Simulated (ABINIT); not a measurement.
# MoS2 (P6_3/mmc): a self-consistent loop beyond G0W0, cycle by cycle

Wanted: G0W0 and self-consistent gaps of MoS2 (P6_3/mmc), with the cost of the cycles.

Program: ABINIT 10.8.3. Level of theory: PBEsol and many-body steps on it, plane waves. Results are calculated unless marked as measured.

Report form: the programs' logs are mostly left out.

The database entry behind the starting cell differs from later determinations by our own check (about 0.3 % long), so it need not match the best structure at ambient conditions.

## Step 1: The structure

Symmetry: P6_3/mmc, No. 194, hexagonal system. The conventional cell has a = 3.169 Å, b = 3.169 Å, c = 12.324 Å, α = 90.00°, β = 90.00°, γ = 120.00°. Nearest to Mo lie 6 S at 2.41 Å. Nearest to S lie 3 Mo at 2.41 Å. Farther neighbours and most contacts between anions are not listed.

The cell and positions come from the Crystallography Open Database and are kept as given unless a step says otherwise.

## Step 2: Empty states on the mesh, 3×3×1 mesh, 383 bands

This step: ABINIT 10.8.3; DFT, PBEsol, plane waves, norm-conserving pseudopotentials.

The sums over transitions need many empty states on a uniform mesh; this step solves for them.

run.abi

```
acell 3*1.0 Angstrom
rprim 
  3.169000000004 -0.000000000001 0.000000000000
  -1.584500000001 2.744434504597 0.000000000000
  0.000000000000 0.000000000000 12.324000000000
ntypat 2
znucl 42 16
natom 6
typat 1 1 2 2 2 2
xred 
  0.333333333333 0.666666666667 0.250000000000
  0.666666666667 0.333333333333 0.750000000000
  0.333333333333 0.666666666667 0.623000000000
  0.666666666667 0.333333333333 0.123000000000
  0.333333333333 0.666666666667 0.877000000000
  0.666666666667 0.333333333333 0.377000000000
pp_dirpath "pseudos"
pseudos "Mo.upf, S.upf"
ecut 36
ngkpt 3 3 1
nshiftk 1
shiftk 0 0 0
kptopt 1
chksymbreak 0
iscf -2
irdden 1
istwfk *1
nband 383
nbdbuf 34
tolwfr 1e-09
nstep 60
prtvol 0
indata_prefix "in"
outdata_prefix "out"
tmpdata_prefix "tmp"
```

Launch:

```
OMP_NUM_THREADS=1 mpirun -n 3 abinit run.abi > log
```

Wall time 2.5 min (3 MPI ranks of Arm Neoverse V2, shared host); peak memory 0.41 GiB.

This step gave:

```
gap                                                           : 1.037 eV
k of the valence top                                          : 0, 0, 0
k of the conduction bottom                                    : 0.3333, 0.3333, 0
least direct gap                                              : 1.652 eV
k points computed                                             : 3
lowest point of the top converged band, above the valence top : 106.9764 eV
```

On this mesh the gap is 1.037 eV.

The density comes from a self-consistent run that is not shown.

## Step 3: Screening, 3×3×1 mesh, 349 bands, screening to 179.6 eV

The RPA dielectric matrix is built and inverted for each q.

This step: RPA screening on PBEsol, plane waves, norm-conserving pseudopotentials.

run.abi, as its differences from that of step 2:

```diff
@@ -24,10 +24,11 @@
 chksymbreak 0
-iscf -2
-irdden 1
 istwfk *1
-nband 383
-nbdbuf 34
-tolwfr 1e-09
-nstep 60
-prtvol 0
+occopt 1
+irdwfk 1
+optdriver 3
+nband 349
+ecuteps 6.6
+inclvkb 2
+awtr 1
+symchi 1
 indata_prefix "in"
```

Launch:

```
OMP_NUM_THREADS=1 mpirun -n 4 abinit run.abi > log
```

The job ended after 66 s (4 MPI ranks; peak memory 1.4 GiB).

This step gave:

```yaml
eps_infinity_with_local_fields_on_this_mesh_along_the_program_s_q_direction: 17.35
the_same_without_local_fields: 19.66
plasma_frequency: 25.86 eV
plane_waves_in_the_screening_matrix: 585
```

Local fields lower ε∞ by 12 %. On a Γ-centred mesh this coarse the value itself is usually too large, while a short band sum pulls it down.

## Step 4: G0W0

The self-energy is evaluated for the states that the input lists, and the levels follow from it, in one-shot runs by the linearised quasiparticle equation.

This step: G0W0 on PBEsol, plane waves, norm-conserving pseudopotentials.

run.abi, as its differences from that of step 3:

```diff
@@ -27,8 +27,17 @@
 irdwfk 1
-optdriver 3
+optdriver 4
 nband 349
+gwcalctyp 0
+ecutsigx 36
+symsigma 1
+nkptgw 2
+kptgw 
+  0.0000000000 0.0000000000 0.0000000000
+  0.3333333333 0.3333333333 0.0000000000
+bdgw 
+  25 28
+  25 28
 ecuteps 6.6
-inclvkb 2
-awtr 1
-symchi 1
+irdscr 1
+ppmodel 1
 indata_prefix "in"
```

Wall time 36 s (4 MPI ranks); peak memory 1.4 GiB.

Numbers from this step:

```yaml
g0w0_gap_on_the_points_computed: 1.698 eV
starting_gap_on_the_mesh: 1.037 eV
k_of_the_valence_top: 0, 0, 0
k_of_the_conduction_bottom: 0.3333, 0.3333, 0
z_at_the_valence_top: 0.768
z_at_the_conduction_bottom: 0.766
least_direct_g0w0_gap_on_the_computed_points: 2.249 eV
```

The gap on the mesh goes from 1.04 eV to 1.70 eV, a correction of +0.66 eV.

## Step 5: evGW0, cycle 1

This step: evGW0 on PBEsol, plane waves, norm-conserving pseudopotentials.

run.abi, as its differences from that of step 4:

```diff
@@ -29,12 +29,14 @@
 nband 349
-gwcalctyp 0
+gwcalctyp 10
 ecutsigx 36
 symsigma 1
-nkptgw 2
+nkptgw 3
 kptgw 
   0.0000000000 0.0000000000 0.0000000000
+  0.3333333333 0.0000000000 0.0000000000
   0.3333333333 0.3333333333 0.0000000000
 bdgw 
-  25 28
-  25 28
+  13 32
+  13 32
+  13 32
 ecuteps 6.6
```

Wall time 5 min (4 MPI ranks); peak memory 1.6 GiB.

Numbers from this step:

| Item | Value |
| --- | --- |
| quasiparticle gap on the points computed | 1.901 eV |
| gap of the density functional on the mesh | 1.037 eV |
| k of the valence top | 0, 0, 0 |
| k of the conduction bottom | 0.3333, 0.3333, 0 |
| Z at the valence top | 0.768 |
| Z at the conduction bottom | 0.766 |
| least direct quasiparticle gap on the computed points | 2.431 eV |

Against G0W0 in ABINIT (3×3×1 mesh, 349 bands, screening to 179.6 eV, Godby-Needs plasmon pole), the gap moves by +0.203 eV. This first cycle still uses the starting levels; it takes the full correction, at all points of the mesh, and its linearised value is 1.698 eV.

## Step 6: evGW0, cycle 2

The corrected levels of the last cycle go back in.

run.abi, as its differences from that of step 5:

```diff
@@ -44,2 +44,3 @@
 ppmodel 1
+irdqps 1
 indata_prefix "in"
```

Elapsed: 5 min, on 4 MPI ranks; peak memory 1.6 GiB.

This step gave:

```yaml
quasiparticle_gap_on_the_points_computed: 1.755 eV
gap_of_the_density_functional_on_the_mesh: 1.037 eV
k_of_the_valence_top: 0, 0, 0
k_of_the_conduction_bottom: 0.3333, 0.3333, 0
least_direct_quasiparticle_gap_on_the_computed_points: 2.302 eV
```

Against the cycle before, the gap moves by −0.146 eV.

## Step 7: evGW0, cycle 3

run.abi is that of step 6.

The job ended after 5.1 min (4 MPI ranks; peak memory 1.6 GiB).

Numbers from this step:

- quasiparticle gap on the points computed: 1.780 eV
- gap of the density functional on the mesh: 1.037 eV
- k of the valence top: 0, 0, 0
- k of the conduction bottom: 0.3333, 0.3333, 0
- least direct quasiparticle gap on the computed points: 2.324 eV

Against the cycle before, the gap moves by +0.025 eV.

## Step 8: evGW0, cycle 4

run.abi is that of step 7.

Elapsed: 5 min, on 4 MPI ranks; peak memory 1.6 GiB; 20 min of CPU time.

Numbers from this step:

```
quasiparticle gap on the points computed              : 1.777 eV
gap of the density functional on the mesh             : 1.037 eV
k of the valence top                                  : 0, 0, 0
k of the conduction bottom                            : 0.3333, 0.3333, 0
least direct quasiparticle gap on the computed points : 2.321 eV
```

Against the cycle before, the gap moves by −0.003 eV.

## Step 9: Screening, 3×3×1 mesh, 349 bands, screening to 179.6 eV

This step: RPA screening on PBEsol, plane waves, norm-conserving pseudopotentials.

run.abi, as its differences from that of step 8:

```diff
@@ -27,20 +27,13 @@
 irdwfk 1
-optdriver 4
+optdriver 3
 nband 349
+ecuteps 6.6
+inclvkb 2
+awtr 1
+symchi 1
 gwcalctyp 10
-ecutsigx 36
-symsigma 1
-nkptgw 3
-kptgw 
-  0.0000000000 0.0000000000 0.0000000000
-  0.3333333333 0.0000000000 0.0000000000
-  0.3333333333 0.3333333333 0.0000000000
-bdgw 
-  13 32
-  13 32
-  13 32
-ecuteps 6.6
-irdscr 1
-ppmodel 1
-irdqps 1
+mbpt_sciss 0.581 eV
+nqptdm 1
+qptdm 
+  0 0 0
 indata_prefix "in"
```

Run time: 44 s. Hardware: 4 MPI ranks; peak memory 1.4 GiB.

Numbers from this step:

* ε∞ with local fields, on this mesh, along the program's q direction: 14.72
* the same without local fields: 16.40
* plasma frequency: 25.86 eV
* plane waves in the screening matrix: 585

This screening uses the functional's bands under a rigid shift, the mean opening of the cycle before.

## Step 10: Screening, 3×3×1 mesh, 349 bands, screening to 179.6 eV

This step: RPA screening on PBEsol from quasiparticle energies, plane waves, norm-conserving pseudopotentials.

run.abi, as its differences from that of step 9:

```diff
@@ -33,7 +33,8 @@
 symchi 1
+irdqps 1
 gwcalctyp 10
-mbpt_sciss 0.581 eV
-nqptdm 1
+nqptdm 2
 qptdm 
-  0 0 0
+  0.3333333333 0.0000000000 0.0000000000
+  0.3333333333 0.3333333333 0.0000000000
 indata_prefix "in"
```

mrgscr.stdin

```
2
merged
q0_SCR
out_SCR
1
```

Launch:

```
OMP_NUM_THREADS=1 mpirun -n 4 abinit run.abi > log; mrgscr < mrgscr.stdin
```

Wall time 26 s (4 MPI ranks); peak memory 1.2 GiB; 1.8 min of CPU time.

This step gave:

```yaml
plasma_frequency: 25.86 eV
plane_waves_in_the_screening_matrix: 585
```

This screening reads the quasiparticle levels of the cycle before.

## Step 11: evGW, cycle 1

This step: evGW on PBEsol, plane waves, norm-conserving pseudopotentials.

run.abi, as its differences from that of step 10:

```diff
@@ -27,14 +27,20 @@
 irdwfk 1
-optdriver 3
+optdriver 4
 nband 349
-ecuteps 6.6
-inclvkb 2
-awtr 1
-symchi 1
-irdqps 1
 gwcalctyp 10
-nqptdm 2
-qptdm 
+ecutsigx 36
+symsigma 1
+nkptgw 3
+kptgw 
+  0.0000000000 0.0000000000 0.0000000000
   0.3333333333 0.0000000000 0.0000000000
   0.3333333333 0.3333333333 0.0000000000
+bdgw 
+  13 32
+  13 32
+  13 32
+ecuteps 6.6
+irdscr 1
+ppmodel 1
+irdqps 1
 indata_prefix "in"
```

Launch:

```
OMP_NUM_THREADS=1 mpirun -n 4 abinit run.abi > log
```

Elapsed: 5 min, on 4 MPI ranks; peak memory 1.6 GiB.

Numbers from this step:

| Property | Result |
| --- | --- |
| quasiparticle gap on the points computed | 1.848 eV |
| gap of the density functional on the mesh | 1.037 eV |
| k of the valence top | 0, 0, 0 |
| k of the conduction bottom | 0.3333, 0.3333, 0 |
| least direct quasiparticle gap on the computed points | 2.395 eV |

Against G0W0 in ABINIT (3×3×1 mesh, 349 bands, screening to 179.6 eV, Godby-Needs plasmon pole), the gap moves by +0.150 eV.

## Step 12: Screening, 3×3×1 mesh, 349 bands, screening to 179.6 eV

This step: RPA screening on PBEsol, plane waves, norm-conserving pseudopotentials.

run.abi, as its differences from that of step 11:

```diff
@@ -27,20 +27,13 @@
 irdwfk 1
-optdriver 4
+optdriver 3
 nband 349
+ecuteps 6.6
+inclvkb 2
+awtr 1
+symchi 1
 gwcalctyp 10
-ecutsigx 36
-symsigma 1
-nkptgw 3
-kptgw 
-  0.0000000000 0.0000000000 0.0000000000
-  0.3333333333 0.0000000000 0.0000000000
-  0.3333333333 0.3333333333 0.0000000000
-bdgw 
-  13 32
-  13 32
-  13 32
-ecuteps 6.6
-irdscr 1
-ppmodel 1
-irdqps 1
+mbpt_sciss 0.661 eV
+nqptdm 1
+qptdm 
+  0 0 0
 indata_prefix "in"
```

The job ended after 44 s (4 MPI ranks; peak memory 1.4 GiB; 3 min of CPU time).

This step gave:

- ε∞ with local fields, on this mesh, along the program's q direction: 14.43
- the same without local fields: 16.05
- plasma frequency: 25.86 eV
- plane waves in the screening matrix: 585

This screening uses the functional's bands under a rigid shift, the mean opening of the cycle before.

## Step 13: Screening, 3×3×1 mesh, 349 bands, screening to 179.6 eV

This step: RPA screening on PBEsol from quasiparticle energies, plane waves, norm-conserving pseudopotentials.

run.abi, as its differences from that of step 12:

```diff
@@ -33,7 +33,8 @@
 symchi 1
+irdqps 1
 gwcalctyp 10
-mbpt_sciss 0.661 eV
-nqptdm 1
+nqptdm 2
 qptdm 
-  0 0 0
+  0.3333333333 0.0000000000 0.0000000000
+  0.3333333333 0.3333333333 0.0000000000
 indata_prefix "in"
```

mrgscr.stdin is that of step 10.

Launch:

```
OMP_NUM_THREADS=1 mpirun -n 4 abinit run.abi > log; mrgscr < mrgscr.stdin
```

It took 26 s on 4 MPI ranks; peak memory 1.2 GiB; 1.8 min of CPU time.

This step gave:

```yaml
plasma_frequency: 25.86 eV
plane_waves_in_the_screening_matrix: 585
```

This screening reads the quasiparticle levels of the cycle before.

## Step 14: evGW, cycle 2

This step: evGW on PBEsol, plane waves, norm-conserving pseudopotentials.

run.abi, as its differences from that of step 13:

```diff
@@ -27,14 +27,20 @@
 irdwfk 1
-optdriver 3
+optdriver 4
 nband 349
-ecuteps 6.6
-inclvkb 2
-awtr 1
-symchi 1
-irdqps 1
 gwcalctyp 10
-nqptdm 2
-qptdm 
+ecutsigx 36
+symsigma 1
+nkptgw 3
+kptgw 
+  0.0000000000 0.0000000000 0.0000000000
   0.3333333333 0.0000000000 0.0000000000
   0.3333333333 0.3333333333 0.0000000000
+bdgw 
+  13 32
+  13 32
+  13 32
+ecuteps 6.6
+irdscr 1
+ppmodel 1
+irdqps 1
 indata_prefix "in"
```

Launch:

```
OMP_NUM_THREADS=1 mpirun -n 4 abinit run.abi > log
```

Run time: 5 min. Hardware: 4 MPI ranks; peak memory 1.6 GiB.

This step gave:

| Property | Result |
| --- | --- |
| quasiparticle gap on the points computed | 1.846 eV |
| gap of the density functional on the mesh | 1.037 eV |
| k of the valence top | 0, 0, 0 |
| k of the conduction bottom | 0.3333, 0.3333, 0 |
| least direct quasiparticle gap on the computed points | 2.394 eV |

Against the cycle before, the gap moves by −0.002 eV.

## Step 15: Side by side

Times are wall times on 4 MPI ranks of Arm Neoverse V2, shared host, good to a factor of about two. A run's time includes the screening step that it read.

```tsv
run	mesh	bands	screening cutoff (eV)	DFT gap (eV)	gap on the mesh (eV)	direct (eV)	ε∞ used	time
G0W0	3×3×1	349	179.6	1.037	1.698	2.249	17.35	1.7 min
evGW0, cycle 1	3×3×1	349	179.6	1.037	1.901	2.431	17.35	6.1 min
evGW0, cycle 2	3×3×1	349	179.6	1.037	1.755	2.302	17.35	6.1 min
evGW0, cycle 3	3×3×1	349	179.6	1.037	1.780	2.324	17.35	6.2 min
evGW0, cycle 4	3×3×1	349	179.6	1.037	1.777	2.321	17.35	6.1 min
evGW, cycle 1	3×3×1	349	179.6	1.037	1.848	2.395	14.72	6.2 min
evGW, cycle 2	3×3×1	349	179.6	1.037	1.846	2.394	14.43	6.2 min
```

## Step 16: What came out

| Property | Result |
| --- | --- |
| G0W0 | 1.698 eV |
| evGW0, cycle 1 | 1.901 eV |
| evGW0, cycle 2 | 1.755 eV |
| evGW0, cycle 3 | 1.780 eV |
| evGW0, cycle 4 | 1.777 eV |
| evGW, cycle 1 | 1.848 eV |
| evGW, cycle 2 | 1.846 eV |
| known limits | not at the basis limit; no spin-orbit coupling; coarse k mesh |

Only the bands that the input lists are updated; the others, empty or deep, keep the functional's energies or take a rigid shift. The evGW loop starts from the last levels of evGW0, so its cycles and time come on top of those. evGW0 ends at 1.78 eV, +0.08 eV from G0W0, after 4 cycles that took 20 min beside the first screening; the last moved the gap by 0.003 eV. evGW ends at 1.85 eV, +0.15 eV from G0W0, after 2 cycles that took 12 min beside the first screening; the last moved the gap by 0.002 eV. The first cycle of evGW0 takes the full correction, without the factor Z, so it overshoots the one-shot value. Bands and cutoff are finite, so the gap is not at the basis limit. The miss can reach some tenths of an eV and take either sign; the mesh is an error of its own. In the G0W0 runs levels were corrected at 2 k points alone, so a gap called «on the mesh» is the least over those, and an edge elsewhere would be missed. A denser mesh or path gives a starting gap of 0.85 eV: the GW mesh misses a band edge, so its gaps are not the fundamental one. The 3×3×1 mesh is coarse for this cell, which bears on the long-range parts of exchange and screening. In the updated screening the q = 0 part is built from Kohn-Sham bands under a rigid shift, the other q from the quasiparticle levels. The many-body steps are scalar-relativistic: spin-orbit coupling is not in them.

[Paths, hosts, dates, memory and timing lines, banners, echoed tables and standing remarks are left out of the program output.]

[Logs are printed without paths, hosts, clocks, repeated set-up lines and the standing remarks that a program may print on its own settings, such as how far it seeks lower states.]

[Runs of the session that timed out or met a known fault of the program may be left out.]

[Hosts, paths, dates, database ids (printed as entryN), source tags and the programs' standing remarks are cut or masked in the printed files.]

[G0W0 gaps are taken among the corrected bands and points alone; a level outside them can change the order at an edge.]

[Where Ansatz stands beside ABINIT at settings called matched, ABINIT's density can come from a denser mesh and the files from another edition; pairs whose starting gaps differed by over 0.03 eV were left out, so agreement reads better than it is.]
